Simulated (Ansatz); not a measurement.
# Lattice dynamics of BaPbO3 (Pm-3m), part 3 of 3

How does BaPbO3 (Pm-3m) vibrate, and is this structure a minimum?

Ansatz 0.2.0; DFT PBEsol, scalar-relativistic, plane waves, PAW; PAW set soft_1.

So far, highest frequency on the path or at a solved wavevector (cm⁻¹): step 5 (the dispersion) 660. Also lowest frequency on the path (cm⁻¹): step 5 -163.

### 6. Isotope substitution, element Ba, natural mass 137.327 amu (continued)

The same force constants with the mass of Ba changed from 137.327 to 133.905 u (phonopy, no LO-TO term). Both lists are sorted by frequency; levels can cross, so a row need not hold one and the same mode. Modes under 3 cm⁻¹ are left out. Isotope shifts, by row, the first 40 of 57 rows:

| q | rank | natural mass (cm⁻¹) | changed mass (cm⁻¹) |
| --- | --- | --- | --- |
| 0 0 0 | 4 | 44.03 | 44.29 |
| 0 0 0 | 5 | 44.03 | 44.29 |
| 0 0 0 | 6 | 44.03 | 44.29 |
| 0 0 0 | 7 | 83.25 | 83.25 |
| 0 0 0 | 8 | 83.25 | 83.25 |
| 0 0 0 | 9 | 83.25 | 83.25 |
| 0 0 0 | 10 | 130.9 | 131.2 |
| 0 0 0 | 11 | 130.9 | 131.2 |
| 0 0 0 | 12 | 130.9 | 131.2 |
| 0 0 0 | 13 | 564.3 | 564.3 |
| 0 0 0 | 14 | 564.3 | 564.3 |
| 0 0 0 | 15 | 564.3 | 564.3 |
| 0 0 0.25 | 1 | 40.24 | 40.6 |
| 0 0 0.25 | 2 | 40.24 | 40.6 |
| 0 0 0.25 | 3 | 59.88 | 59.99 |
| 0 0 0.25 | 4 | 59.88 | 59.99 |
| 0 0 0.25 | 5 | 78.71 | 79.57 |
| 0 0 0.25 | 6 | 102.1 | 102.1 |
| 0 0 0.25 | 7 | 102.1 | 102.1 |
| 0 0 0.25 | 8 | 110.7 | 110.7 |
| 0 0 0.25 | 9 | 125.2 | 125.5 |
| 0 0 0.25 | 10 | 130.5 | 130.7 |
| 0 0 0.25 | 11 | 130.5 | 130.7 |
| 0 0 0.25 | 12 | 222.6 | 222.6 |
| 0 0 0.25 | 13 | 568.1 | 568.1 |
| 0 0 0.25 | 14 | 568.1 | 568.1 |
| 0 0 0.25 | 15 | 579 | 579 |
| 0 0 -0.5 | 1 | 52.5 | 53.1 |
| 0 0 -0.5 | 2 | 52.5 | 53.1 |
| 0 0 -0.5 | 3 | 72.47 | 72.47 |
| 0 0 -0.5 | 4 | 72.47 | 72.47 |
| 0 0 -0.5 | 5 | 99.59 | 100.8 |
| 0 0 -0.5 | 6 | 120.6 | 120.7 |
| 0 0 -0.5 | 7 | 120.6 | 120.7 |
| 0 0 -0.5 | 8 | 131.2 | 131.2 |
| 0 0 -0.5 | 9 | 131.2 | 131.2 |
| 0 0 -0.5 | 10 | 135 | 135 |
| 0 0 -0.5 | 11 | 161.4 | 161.4 |
| 0 0 -0.5 | 12 | 282.2 | 282.2 |
| 0 0 -0.5 | 13 | 572 | 572 |

A mode of this element alone would shift by +1.27 %. The highest zone-centre frequency without the field goes from 564.3 to 564.3 cm⁻¹ (+0.0 %). The product of the frequency ratios over all optical modes at Γ is 1.025; the product rule, (m/m′)^(3k/2) (M′/M)^(3/2) with k = 1 such atoms and M the mass of the cell, gives 1.025.

### 7. Isotope substitution, element O, natural mass 15.999 amu

The same for O, from 16.00 to 18.00 u.

The same force constants with the mass of O changed from 15.999 to 17.999 u (phonopy, no LO-TO term). Both lists are sorted by frequency; levels can cross, so a row need not hold one and the same mode. Modes under 3 cm⁻¹ are left out. Isotope shifts, by row, the first 40 of 57 rows:

| q | rank | natural mass (cm⁻¹) | changed mass (cm⁻¹) |
| --- | --- | --- | --- |
| 0 0 0 | 4 | 44.03 | 42.77 |
| 0 0 0 | 5 | 44.03 | 42.77 |
| 0 0 0 | 6 | 44.03 | 42.77 |
| 0 0 0 | 7 | 83.25 | 78.49 |
| 0 0 0 | 8 | 83.25 | 78.49 |
| 0 0 0 | 9 | 83.25 | 78.49 |
| 0 0 0 | 10 | 130.9 | 127.7 |
| 0 0 0 | 11 | 130.9 | 127.7 |
| 0 0 0 | 12 | 130.9 | 127.7 |
| 0 0 0 | 13 | 564.3 | 533.5 |
| 0 0 0 | 14 | 564.3 | 533.5 |
| 0 0 0 | 15 | 564.3 | 533.5 |
| 0 0 0.25 | 1 | 40.24 | 40.14 |
| 0 0 0.25 | 2 | 40.24 | 40.14 |
| 0 0 0.25 | 3 | 59.88 | 58.19 |
| 0 0 0.25 | 4 | 59.88 | 58.19 |
| 0 0 0.25 | 5 | 78.71 | 78.57 |
| 0 0 0.25 | 6 | 102.1 | 96.42 |
| 0 0 0.25 | 7 | 102.1 | 96.42 |
| 0 0 0.25 | 8 | 110.7 | 104.4 |
| 0 0 0.25 | 9 | 125.2 | 124 |
| 0 0 0.25 | 10 | 130.5 | 126.4 |
| 0 0 0.25 | 11 | 130.5 | 126.4 |
| 0 0 0.25 | 12 | 222.6 | 212 |
| 0 0 0.25 | 13 | 568.1 | 537 |
| 0 0 0.25 | 14 | 568.1 | 537 |
| 0 0 0.25 | 15 | 579 | 546.9 |
| 0 0 -0.5 | 1 | 52.5 | 52.17 |
| 0 0 -0.5 | 2 | 52.5 | 52.17 |
| 0 0 -0.5 | 3 | 72.47 | 71.24 |
| 0 0 -0.5 | 4 | 72.47 | 71.24 |
| 0 0 -0.5 | 5 | 99.59 | 99.58 |
| 0 0 -0.5 | 6 | 120.6 | 114.4 |
| 0 0 -0.5 | 7 | 120.6 | 114.4 |
| 0 0 -0.5 | 8 | 131.2 | 125.5 |
| 0 0 -0.5 | 9 | 131.2 | 125.5 |
| 0 0 -0.5 | 10 | 135 | 127.3 |
| 0 0 -0.5 | 11 | 161.4 | 159.5 |
| 0 0 -0.5 | 12 | 282.2 | 269.2 |
| 0 0 -0.5 | 13 | 572 | 540.6 |

A mode of this element alone would shift by -5.72 %. The highest zone-centre frequency without the field goes from 564.3 to 533.5 cm⁻¹ (-5.5 %). The product of the frequency ratios over all optical modes at Γ is 0.602; the product rule, (m/m′)^(3k/2) (M′/M)^(3/2) with k = 3 such atoms and M the mass of the cell, gives 0.602.

### 8. Another isotope, element Pb, natural mass 207.2 amu

The same for Pb, from 207.20 to 203.97 u.

The same force constants with the mass of Pb changed from 207.200 to 203.973 u (phonopy, no LO-TO term). Both lists are sorted by frequency; levels can cross, so a row need not hold one and the same mode. Modes under 3 cm⁻¹ are left out. Isotope shifts, by row, the first 40 of 57 rows:

| q | rank | natural mass (cm⁻¹) | changed mass (cm⁻¹) |
| --- | --- | --- | --- |
| 0 0 0 | 4 | 44.03 | 44.05 |
| 0 0 0 | 5 | 44.03 | 44.05 |
| 0 0 0 | 6 | 44.03 | 44.05 |
| 0 0 0 | 7 | 83.25 | 83.25 |
| 0 0 0 | 8 | 83.25 | 83.25 |
| 0 0 0 | 9 | 83.25 | 83.25 |
| 0 0 0 | 10 | 130.9 | 131.3 |
| 0 0 0 | 11 | 130.9 | 131.3 |
| 0 0 0 | 12 | 130.9 | 131.3 |
| 0 0 0 | 13 | 564.3 | 564.5 |
| 0 0 0 | 14 | 564.3 | 564.5 |
| 0 0 0 | 15 | 564.3 | 564.5 |
| 0 0 0.25 | 1 | 40.24 | 40.32 |
| 0 0 0.25 | 2 | 40.24 | 40.32 |
| 0 0 0.25 | 3 | 59.88 | 60.06 |
| 0 0 0.25 | 4 | 59.88 | 60.06 |
| 0 0 0.25 | 5 | 78.71 | 78.77 |
| 0 0 0.25 | 6 | 102.1 | 102.1 |
| 0 0 0.25 | 7 | 102.1 | 102.1 |
| 0 0 0.25 | 8 | 110.7 | 110.7 |
| 0 0 0.25 | 9 | 125.2 | 125.9 |
| 0 0 0.25 | 10 | 130.5 | 130.8 |
| 0 0 0.25 | 11 | 130.5 | 130.8 |
| 0 0 0.25 | 12 | 222.6 | 222.9 |
| 0 0 0.25 | 13 | 568.1 | 568.3 |
| 0 0 0.25 | 14 | 568.1 | 568.3 |
| 0 0 0.25 | 15 | 579 | 579.1 |
| 0 0 -0.5 | 1 | 52.5 | 52.5 |
| 0 0 -0.5 | 2 | 52.5 | 52.5 |
| 0 0 -0.5 | 3 | 72.47 | 72.88 |
| 0 0 -0.5 | 4 | 72.47 | 72.88 |
| 0 0 -0.5 | 5 | 99.59 | 99.59 |
| 0 0 -0.5 | 6 | 120.6 | 120.6 |
| 0 0 -0.5 | 7 | 120.6 | 120.6 |
| 0 0 -0.5 | 8 | 131.2 | 131.5 |
| 0 0 -0.5 | 9 | 131.2 | 131.5 |
| 0 0 -0.5 | 10 | 135 | 135 |
| 0 0 -0.5 | 11 | 161.4 | 162.5 |
| 0 0 -0.5 | 12 | 282.2 | 282.6 |
| 0 0 -0.5 | 13 | 572 | 572.2 |

A mode of this element alone would shift by +0.79 %. The highest zone-centre frequency without the field goes from 564.3 to 564.5 cm⁻¹ (+0.0 %). The product of the frequency ratios over all optical modes at Γ is 1.011; the product rule, (m/m′)^(3k/2) (M′/M)^(3/2) with k = 1 such atoms and M the mass of the cell, gives 1.011.

### 9. Summary of results

| Property | Result |
| --- | --- |
| space group after relaxation (within 0.01 Å) | Pm-3m |
| volume per atom | 15.7 Å³ |
| electronic character | no gap on this mesh |
| highest optical mode at the zone centre (no LO-TO term) | 564 cm⁻¹ |
| lowest optical zone-centre mode | 44.0 cm⁻¹ |
| lowest mode on the q mesh (acoustic modes at Γ apart) | -163 cm⁻¹ |
| highest frequency on the path or at a solved wavevector | 660 cm⁻¹ |
| imaginary modes on the 4×4×4 q mesh | yes |

In words: Modes are clearly imaginary (beyond 10i cm⁻¹) at 7 of the 10 irreducible wavevectors, most at q = (-0.5, -0.5, -0.5) (163.4i cm⁻¹), so this structure is not a minimum of the energy. The optical modes at Γ span 44 to 564 cm⁻¹. The highest mode in this list at Γ, 564.3 cm⁻¹, is mostly motion of O (96 % of the kinetic energy). With no gap, or one that is small against the smearing, the frequencies hang on the k mesh and the smearing, most of all near Kohn anomalies. Spin-orbit coupling is left out, which can matter for the heavy elements here. The PAW files were made for PBE and serve the other functionals too. A phonon run warned that its eigensolver left some bands unconverged in a pass. These are harmonic frequencies at zero temperature: anharmonic shifts, linewidths and thermal expansion are left out.

[Hosts, paths, dates, database ids (printed as entryN), source tags and the programs' standing remarks are cut or masked in the printed files.]
